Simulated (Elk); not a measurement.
# GaCo: forms of DFT+U

One order of GaCo is run under several DFT+U schemes. What changes?

Program: Elk 11.2.3 (patched build). Level of theory: PBEsol; all-electron APW+lo, Dirac cores, scalar-relativistic bands. Results are calculated unless marked as measured.

## (1) The starting structure

It takes space group Pm-3m (No. 221, cubic). Conventional cell: a = 2.878 Å, b = 2.878 Å, c = 2.878 Å, α = 90.00°, β = 90.00°, γ = 90.00°. Ga has 8 Co at 2.49 Å nearest. Nearest to Co lie 8 Ga at 2.49 Å. Farther neighbours are not listed.

## (2) No U

The run without a Hubbard term is the reference.

Moments are seeded by fields in the spheres (the last three columns under atoms), set against the wanted direction and reduced each loop.

The input, elk.in:

```
tasks
  0
  15

xctype
  22

rgkmax
  7.0

nempty
  12

swidth
  0.003

reducebf
  0.5

epsengy
  1e-05

maxscl
  100

lmaxi
  2

spinpol
  .true.

sppath
  './'

avec
  5.43863178667 0.00000000000 0.00000000000
  0.00000000000 5.43863178667 0.00000000000
  0.00000000000 0.00000000000 5.43863178667

atoms
  2
  'Ga.in'
  1
  0.5000000000 0.5000000000 0.5000000000   0.000000 0.000000 0.000000
  'Co.in'
  1
  0.0000000000 0.0000000000 0.0000000000   0.000000 0.000000 -0.100000

ngridk
  8 8 8
```

Command:

```bash
> OMP_NUM_THREADS=2 elk
```

Numbers of over 12 decimals in the logs are rounded to 6 here.

The program printed:

```text
Info(gndstate): no moment of its own; a second start begins; STATE.OUT holds the state before
Info(gndstate): the second start gave no lower state; one of another order, or behind a
 stronger field, isn't excluded
Warning(gndstate): core states of species 1 leak from the muffin-tin :   0.1126905125E-02
Warning(gndstate): core states of species 2 leak from the muffin-tin :   0.7260571929E-03

--- INFO.OUT ---
┌─────────────────────────┐
│ Elk code version 11.2.3 │
└─────────────────────────┘

All units are atomic (Hartree, Bohr, etc.)

┌─────────────────────────────────────────────────┐
│ Ground-state run starting from atomic densities │
└─────────────────────────────────────────────────┘

Lattice vectors :
   5.438631787       0.000000000       0.000000000
   0.000000000       5.438631787       0.000000000
   0.000000000       0.000000000       5.438631787

Species : 1 (Ga)
 parameters loaded from : Ga.in
 name : gallium
 nuclear charge    :   -31.00000000
 electronic charge :    31.00000000
 atomic mass :    127097.2539
 muffin-tin radius :    2.329996645
 number of radial points in muffin-tin :    993
 inner part over the whole radius :   0.9882189333E-02
 number on inner part of muffin-tin    :    701
 approximate nuclear radius :   0.7562051033E-04
 number of mesh points to nuclear radius :    339
 atomic positions (lattice), magnetic fields (Cartesian) :
  1 :   0.00000000  0.00000000  0.00000000    0.00000000  0.00000000  0.00000000

Species : 2 (Co)
 parameters loaded from : Co.in
 name : cobalt
 nuclear charge    :   -27.00000000
 electronic charge :    27.00000000
 atomic mass :    107428.6517
 muffin-tin radius :    2.329996645
 number of radial points in muffin-tin :    993
 inner part over the whole radius :   0.9927653464E-02
 number on inner part of muffin-tin    :    700
 approximate nuclear radius :   0.7243775530E-04
 number of mesh points to nuclear radius :    334
 atomic positions (lattice), magnetic fields (Cartesian) :
  1 :   0.50000000  0.50000000  0.50000000    0.00000000  0.00000000 -0.10000000

Total number of atoms per unit cell :    2
Total muffin-tin volume :    105.9703800
 ratio of muffin-tin to unit cell volume :   0.6587422545

Spin treatment :
 spin-polarised
 global magnetic field (Cartesian) :    0.000000000       0.000000000       0.000000000
 collinear magnetisation in z-direction

Number of Bravais lattice symmetries :   48
Number of crystal symmetries         :   48
Crystal has inversion symmetry
Real symmetric eigensolver will be used

k-point grid :      8     8     8
k-point offset :    0.000000000       0.000000000       0.000000000
k-point set is reduced with full crystal symmetry group
Total number of k-points :       35

Muffin-tin radius times maximum |G+k| :    7.000000000
 using average radius
Maximum |G+k| for APW functions       :    3.004296172
Maximum (1/2)|G+k|²                   :    4.512897745
Maximum |G| for potential and density :    12.00000000
Constant for pseudocharge density :    7
 order of it for each species :   14  14
 order of it for pair densities of each species (exact exchange by exxq0 0: 14) :   10  10
Radial integration step length :    1

G-vector grid sizes :     21    21    21
Number of G-vectors :     4697

Maximum angular momentum used for
 APW functions            :    8
 outer part of muffin-tin :    6
 inner part of muffin-tin :    2

Number of empty states         :     24
Total number of valence states :     78
Total number of core states    :     30

Third-order local-orbitals added for an l without core states : T
Total number of local-orbitals :     41

Exchange-correlation functional :     22     0     0
 PBEsol, Phys. Rev. Lett. 100, 136406 (2008)
 gradient requirement :    1
 generalised gradient approximation (GGA)

Smearing type :    3
 Fermi-Dirac
Smearing width :   0.3000000000E-02
Effective electronic temperature (K) :    947.3250744

Mixing type :    3
 Broyden mixing, J. Phys. A: Math. Gen. 17, L317 (1984)

Kohn-Sham potential initialised from atomic data

┌──────────────────────────────┐
│ Self-consistent loop started │
└──────────────────────────────┘

┌─────────────────┐
│ Loop number : 1 │
└─────────────────┘

Energies :
 Fermi                       :     0.199974
 sum of occupied eigenvalues :     -1917.8187830960
 electron kinetic            :      3393.6928235556
 core electron kinetic       :      3123.5744118945
 Coulomb                     :     -6595.8888448720
 Coulomb potential           :     -5131.0255874867
 nuclear-nuclear             :     -564.24793896892
 electron-nuclear            :     -6952.5205021921
 Hartree                     :      920.87959628893
 Madelung                    :     -4030.3760511287
 xc potential                :     -180.41108178745
 xc effective B-field        :    -0.36786153378993E-01
 external B-field            :      0.000000
 exchange                    :     -129.70379174524
 correlation                 :     -3.193230
 electron entropic           :    -0.16379959226545E-02
 total energy                :     -3335.0946810936
 (external B-field energy excluded from total)

Density of states at Fermi energy :    57.26227219
 (states/Hartree/unit cell)

Estimated indirect band gap :   0.1592808492E-02
 from k-point 29 to k-point 7
Estimated direct band gap   :   0.3561561030E-02
 at k-point 29

Charges :
 core                        :    30.00000000
 valence                     :    28.00000000
 interstitial                :    1.958622766
 muffin-tins (core leakage)
  species : 1 (Ga)
   atom 1                    :    29.49724548     (  0.1229662251E-02)
  species : 2 (Co)
   atom 1                    :    26.54413176     (  0.7144278719E-03)
 total in muffin-tins        :    56.04137723
 total calculated charge     :    57.99788194
 total charge                :    58.00000000
 error                       :   0.2118061564E-02

Moments :
 interstitial                :  -0.7618154912E-01
 muffin-tins
  species : 1 (Ga)
   atom 1                    :  -0.8385809057E-01
  species : 2 (Co)
   atom 1                    :    1.277725285
 total in muffin-tins        :    1.193867195
 total moment                :    1.117685645

[... earlier loops left out ...]

┌──────────────────┐
│ Loop number : 55 │
└──────────────────┘

Energies :
 Fermi                       :     0.335307
 sum of occupied eigenvalues :     -1912.7409337504
 electron kinetic            :      3393.5748514642
 core electron kinetic       :      3124.0033207495
 Coulomb                     :     -6595.7531764328
 Coulomb potential           :     -5132.2907464672
 nuclear-nuclear             :     -564.24793896892
 electron-nuclear            :     -6950.8618814472
 Hartree                     :      919.35664398327
 Madelung                    :     -4029.6078031992
 xc potential                :     -174.02503874140
 xc effective B-field        :    -0.58357962342077E-08
 external B-field            :      0.000000
 exchange                    :     -129.56065925335
 correlation                 :     -3.195054
 electron entropic           :    -0.11012048733161E-02
 total energy                :     -3334.9351396404
 (external B-field energy excluded from total)

Density of states at Fermi energy :    37.63713591
 (states/Hartree/unit cell)

Estimated indirect band gap :   0.3844548336E-02
 from k-point 14 to k-point 24
Estimated direct band gap   :   0.2615305800E-01
 at k-point 31

Charges :
 core                        :    30.00000000
 valence                     :    28.00000000
 interstitial                :    2.050729857
 muffin-tins (core leakage)
  species : 1 (Ga)
   atom 1                    :    29.72891810     (  0.1126905125E-02)
  species : 2 (Co)
   atom 1                    :    26.22035204     (  0.7260571929E-03)
 total in muffin-tins        :    55.94927014
 total calculated charge     :    57.99794057
 total charge                :    58.00000000
 error                       :   0.2059425135E-02

Moments :
 interstitial                :  -0.2445083959E-04
 muffin-tins
  species : 1 (Ga)
   atom 1                    :  -0.1971262148E-04
  species : 2 (Co)
   atom 1                    :   0.4368905768E-03
 total in muffin-tins        :   0.4171779554E-03
 total moment                :   0.3927271158E-03

┌──────────────────────────────┐
│ Self-consistent loop stopped │
└──────────────────────────────┘

Warning : core states of species 1 leak from the muffin-tin :   0.1126905125E-02

Warning : core states of species 2 leak from the muffin-tin :   0.7260571929E-03

Wrote STATE.OUT
```

It took 2.5 min on 2 threads of Arm Neoverse V1, shared host; peak memory 0.11 GiB.

The moments died away, and this build then starts once more from a stronger push, within the same count of loops. That gave no lower state.

Read from the output:

```
final state : non-magnetic
```

After 55 cycles the seed has died away: no moment is left.

## (3) U = 3.50 eV, J = 0.90 eV on Co d (fully localised)

Fully localised double counting pushes orbitals towards full or empty, which suits localised shells.

Changes to elk.in since step 2:

```diff
@@ -3,2 +3,4 @@
   15
+  33
+  73
 
@@ -50 +52,12 @@
   8 8 8
+
+dft+u
+  1 1
+  2 2 0.128623 0.033074
+
+plot3d
+  0 0 0
+  1 0 0
+  0 1 0
+  0 0 1
+  15 15 15
```

Command:

```bash
> OMP_NUM_THREADS=2 elk
```

The program printed:

```text
Warning(gndstate): core states of species 1 leak from the muffin-tin :   0.1125421005E-02
Warning(gndstate): core states of species 2 leak from the muffin-tin :   0.7375081360E-03
Warning(gndstate): forces or DFT+U at lmaxo under 8 : 6
  [figures from our tests cut]: type lmaxo 8 and lmaxapw 10

--- INFO.OUT ---
┌─────────────────────────┐
│ Elk code version 11.2.3 │
└─────────────────────────┘

All units are atomic (Hartree, Bohr, etc.)

┌─────────────────────────────────────────────────┐
│ Ground-state run starting from atomic densities │
└─────────────────────────────────────────────────┘

Lattice vectors :
   5.438631787       0.000000000       0.000000000
   0.000000000       5.438631787       0.000000000
   0.000000000       0.000000000       5.438631787

Species : 1 (Ga)
 muffin-tin radius :    2.329996645
 atomic positions (lattice), magnetic fields (Cartesian) :
  1 :   0.00000000  0.00000000  0.00000000    0.00000000  0.00000000  0.00000000

Species : 2 (Co)
 muffin-tin radius :    2.329996645
 atomic positions (lattice), magnetic fields (Cartesian) :
  1 :   0.50000000  0.50000000  0.50000000    0.00000000  0.00000000 -0.10000000

Total number of atoms per unit cell :    2
Total muffin-tin volume :    105.9703800
 ratio of muffin-tin to unit cell volume :   0.6587422545

Spin treatment :
 spin-polarised
 global magnetic field (Cartesian) :    0.000000000       0.000000000       0.000000000
 collinear magnetisation in z-direction

Number of Bravais lattice symmetries :   48
Number of crystal symmetries         :   48
Crystal has inversion symmetry
Real symmetric eigensolver will be used

k-point grid :      8     8     8
k-point offset :    0.000000000       0.000000000       0.000000000
k-point set is reduced with full crystal symmetry group
Total number of k-points :       35

Muffin-tin radius times maximum |G+k| :    7.000000000
 using average radius
Maximum |G+k| for APW functions       :    3.004296172
Maximum (1/2)|G+k|²                   :    4.512897745
Maximum |G| for potential and density :    12.00000000
Constant for pseudocharge density :    7
 order of it for each species :   14  14
 order of it for pair densities of each species (exact exchange by exxq0 0: 14) :   10  10
Radial integration step length :    1

G-vector grid sizes :     21    21    21
Number of G-vectors :     4697

Maximum angular momentum used for
 APW functions            :    8
 outer part of muffin-tin :    6

Number of empty states         :     24
Total number of valence states :     78
Total number of core states    :     30

Third-order local-orbitals added for an l without core states : T
Total number of local-orbitals :     41

Exchange-correlation functional :     22     0     0
 PBEsol, Phys. Rev. Lett. 100, 136406 (2008)
 gradient requirement :    1
 generalised gradient approximation (GGA)

DFT+U calculation
 fully localised limit (FLL)
 see Phys. Rev. B 52, R5467 (1995)
 species : 2 (Co), l = 2, U =   0.12862300, J =   0.03307400

Smearing type :    3
 Fermi-Dirac
Smearing width :   0.3000000000E-02
Effective electronic temperature (K) :    947.3250744

Mixing type :    3
 Broyden mixing, J. Phys. A: Math. Gen. 17, L317 (1984)

Kohn-Sham potential initialised from atomic data

┌──────────────────────────────┐
│ Self-consistent loop started │
└──────────────────────────────┘

[... earlier loops left out ...]

┌──────────────────┐
│ Loop number : 26 │
└──────────────────┘

Energies :
 Fermi                       :     0.322193
 sum of occupied eigenvalues :     -1912.6419957406
 electron kinetic            :      3393.4792353060
 core electron kinetic       :      3123.9794329449
 Coulomb                     :     -6595.8220535568
 Coulomb potential           :     -5132.0561037930
 nuclear-nuclear             :     -564.24793896892
 electron-nuclear            :     -6951.2367747954
 Hartree                     :      919.66266020756
 Madelung                    :     -4029.7940016603
 xc potential                :     -174.04151953602
 xc effective B-field        :    -0.23609145064001E-01
 external B-field            :      0.000000
 exchange                    :     -129.59255851733
 correlation                 :     -3.193739
 DFT+U                       :     0.279339
 electron entropic           :    -0.76643698765551E-03
 total energy                :     -3334.8505439245
 (external B-field energy excluded from total)

Density of states at Fermi energy :    25.29210951
 (states/Hartree/unit cell)

Estimated indirect band gap :   0.5661332809E-02
 from k-point 28 to k-point 23
Estimated direct band gap   :   0.6000003230E-02
 at k-point 32

Charges :
 core                        :    30.00000000
 valence                     :    28.00000000
 interstitial                :    2.035269010
 muffin-tins (core leakage)
  species : 1 (Ga)
   atom 1                    :    29.72418014     (  0.1125421005E-02)
  species : 2 (Co)
   atom 1                    :    26.24055085     (  0.7375081360E-03)
 total in muffin-tins        :    55.96473099
 total calculated charge     :    57.99794827
 total charge                :    58.00000000
 error                       :   0.2051734444E-02

Moments :
 interstitial                :  -0.6388598928E-01
 muffin-tins
  species : 1 (Ga)
   atom 1                    :  -0.4960146808E-01
  species : 2 (Co)
   atom 1                    :   0.8365303357
 total in muffin-tins        :   0.7869288676
 total moment                :   0.7230428783

┌──────────────────────────────┐
│ Self-consistent loop stopped │
└──────────────────────────────┘

Warning : core states of species 1 leak from the muffin-tin :   0.1125421005E-02

Warning : core states of species 2 leak from the muffin-tin :   0.7375081360E-03

Warning : forces or DFT+U at lmaxo under 8 : 6

Wrote STATE.OUT
```

It took 88 s on 2 threads; peak memory 0.11 GiB.

Read from the output:

```
density of states at the Fermi level : 0.9295 states/eV/cell
moment between the spheres           : -0.06389 μB
magnetization                        : 0.7230 μB
final state                          : ferromagnetic
largest moment                       : 0.8365 μB
```

The largest spin moment is +0.84 μB from that of the first run.

FDU.OUT:

```text

   2   2 : species, l
  0.1286230000     : F^(0)
  0.2849452308     : F^(2)
  0.1780907692     : F^(4)
  0.1286230000     : U
  0.3307400000E-01 : J
```

In eV, for the first corrected species: U = 3.50, J = 0.90.

## (4) U = 1.75 eV, J = 0.90 eV on Co d (fully localised)

The same form with other values shows how far the result hangs on them.

Changes to elk.in since step 3:

```diff
@@ -3,4 +3,2 @@
   15
-  33
-  73
 
@@ -55,9 +53,2 @@
   1 1
-  2 2 0.128623 0.033074
-
-plot3d
-  0 0 0
-  1 0 0
-  0 1 0
-  0 0 1
-  15 15 15
+  2 2 0.064311 0.033074
```

Command:

```bash
> OMP_NUM_THREADS=2 elk
```

The program printed:

```text
Warning(gndstate): core states of species 1 leak from the muffin-tin :   0.1126176152E-02
Warning(gndstate): core states of species 2 leak from the muffin-tin :   0.7298608991E-03
Warning(gndstate): forces or DFT+U at lmaxo under 8 : 6
  [figures from our tests cut]: type lmaxo 8 and lmaxapw 10

--- INFO.OUT ---
┌─────────────────────────┐
│ Elk code version 11.2.3 │
└─────────────────────────┘

All units are atomic (Hartree, Bohr, etc.)

┌─────────────────────────────────────────────────┐
[...]
Moments :
 interstitial                :  -0.3596536873E-01
 muffin-tins
  species : 1 (Ga)
   atom 1                    :  -0.2521733606E-01
  species : 2 (Co)
   atom 1                    :   0.3833616829
 total in muffin-tins        :   0.3581443468
 total moment                :   0.3221789781

┌──────────────────────────────┐
│ Self-consistent loop stopped │
└──────────────────────────────┘

Warning : core states of species 1 leak from the muffin-tin :   0.1126176152E-02

Warning : core states of species 2 leak from the muffin-tin :   0.7298608991E-03

Warning : forces or DFT+U at lmaxo under 8 : 6

Wrote STATE.OUT

[key lines of the parts left out:]
total energy                :     -3334.9065828878
```

Elapsed: 1.8 min, on 2 threads; peak memory 0.13 GiB.

Numbers from this step:

| Item | Value |
| --- | --- |
| density of states at the Fermi level | 0.9683 states/eV/cell |
| moment between the spheres | -0.03596 μB |
| magnetization | 0.3222 μB |
| final state | ferromagnetic |
| largest moment | 0.3834 μB |

The largest spin moment is +0.38 μB from that of the first run.

[end of part 1 of 2]

[Logs and program files are shortened in this print: banners, set-up blocks, solver, clock and traceback lines can be left out without a mark of their own.]

[Logs are printed without paths, hosts, clocks, repeated set-up lines and the standing remarks that a program may print on its own settings, such as how far it seeks lower states.]

[Hosts, paths, dates, database ids (printed as entryN), source tags and the programs' standing remarks are cut or masked in the printed files.]

[Where a cell is said to come from a database of computed structures, the database is the Materials Project.]
